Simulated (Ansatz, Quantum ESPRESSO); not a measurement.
# Ir(111), 5 layers against a metal electrode: the electrode's level over the Fermi level at a withheld member of a series

How the rows were computed: Quantum ESPRESSO 7.5, PBE, GBRV ultrasoft. The slab is relaxed neutral, then held. ESM with bc3: vacuum below and a metal electrode about 6 Å above the top atoms. Cold smearing of 0.02 Ry. Charges are set per cell from the starting area. The slabs take the lattice constants of the bulk relaxed by the same program. The series steps the charge of the slab (positive: electrons removed).

| charge of the slab | electrode's level over the Fermi level (eV) |
| --- | --- |
| 1 ×10¹³ e/cm² | 6.311 |
| 2 ×10¹³ e/cm² | 7.110 |
| 3 ×10¹³ e/cm² | 7.914 |
| 4.5 ×10¹³ e/cm² | 9.127 |
| 7 ×10¹³ e/cm² | 11.166 |
| 8 ×10¹³ e/cm² | 11.987 |

One more run was made and is withheld. What is the electrode's level over the Fermi level at 6 ×10¹³ e/cm²?

By hand: The rows at 4.5 ×10¹³ e/cm² and 7 ×10¹³ e/cm² give a slope of (11.166 − (9.127))/(7 − (4.5)) = 0.8156, so a straight line gives 10.350 eV. A parabola through these and the row at 3 ×10¹³ e/cm² gives 10.348 eV.

**The withheld run.** 10.348 eV. The line misses by +0.002 and the parabola by 0.000 eV. Both misses are under 5 % of the step from the nearer row.

Caveats: Vacuum fills the gap; ions don't answer the charge; added electrons can spill towards the electrode at the most negative charges. Charges count on the starting cell, which the relaxation changed by some per cent. Members without a usable value, or on the other side of zero field or charge, are not listed.
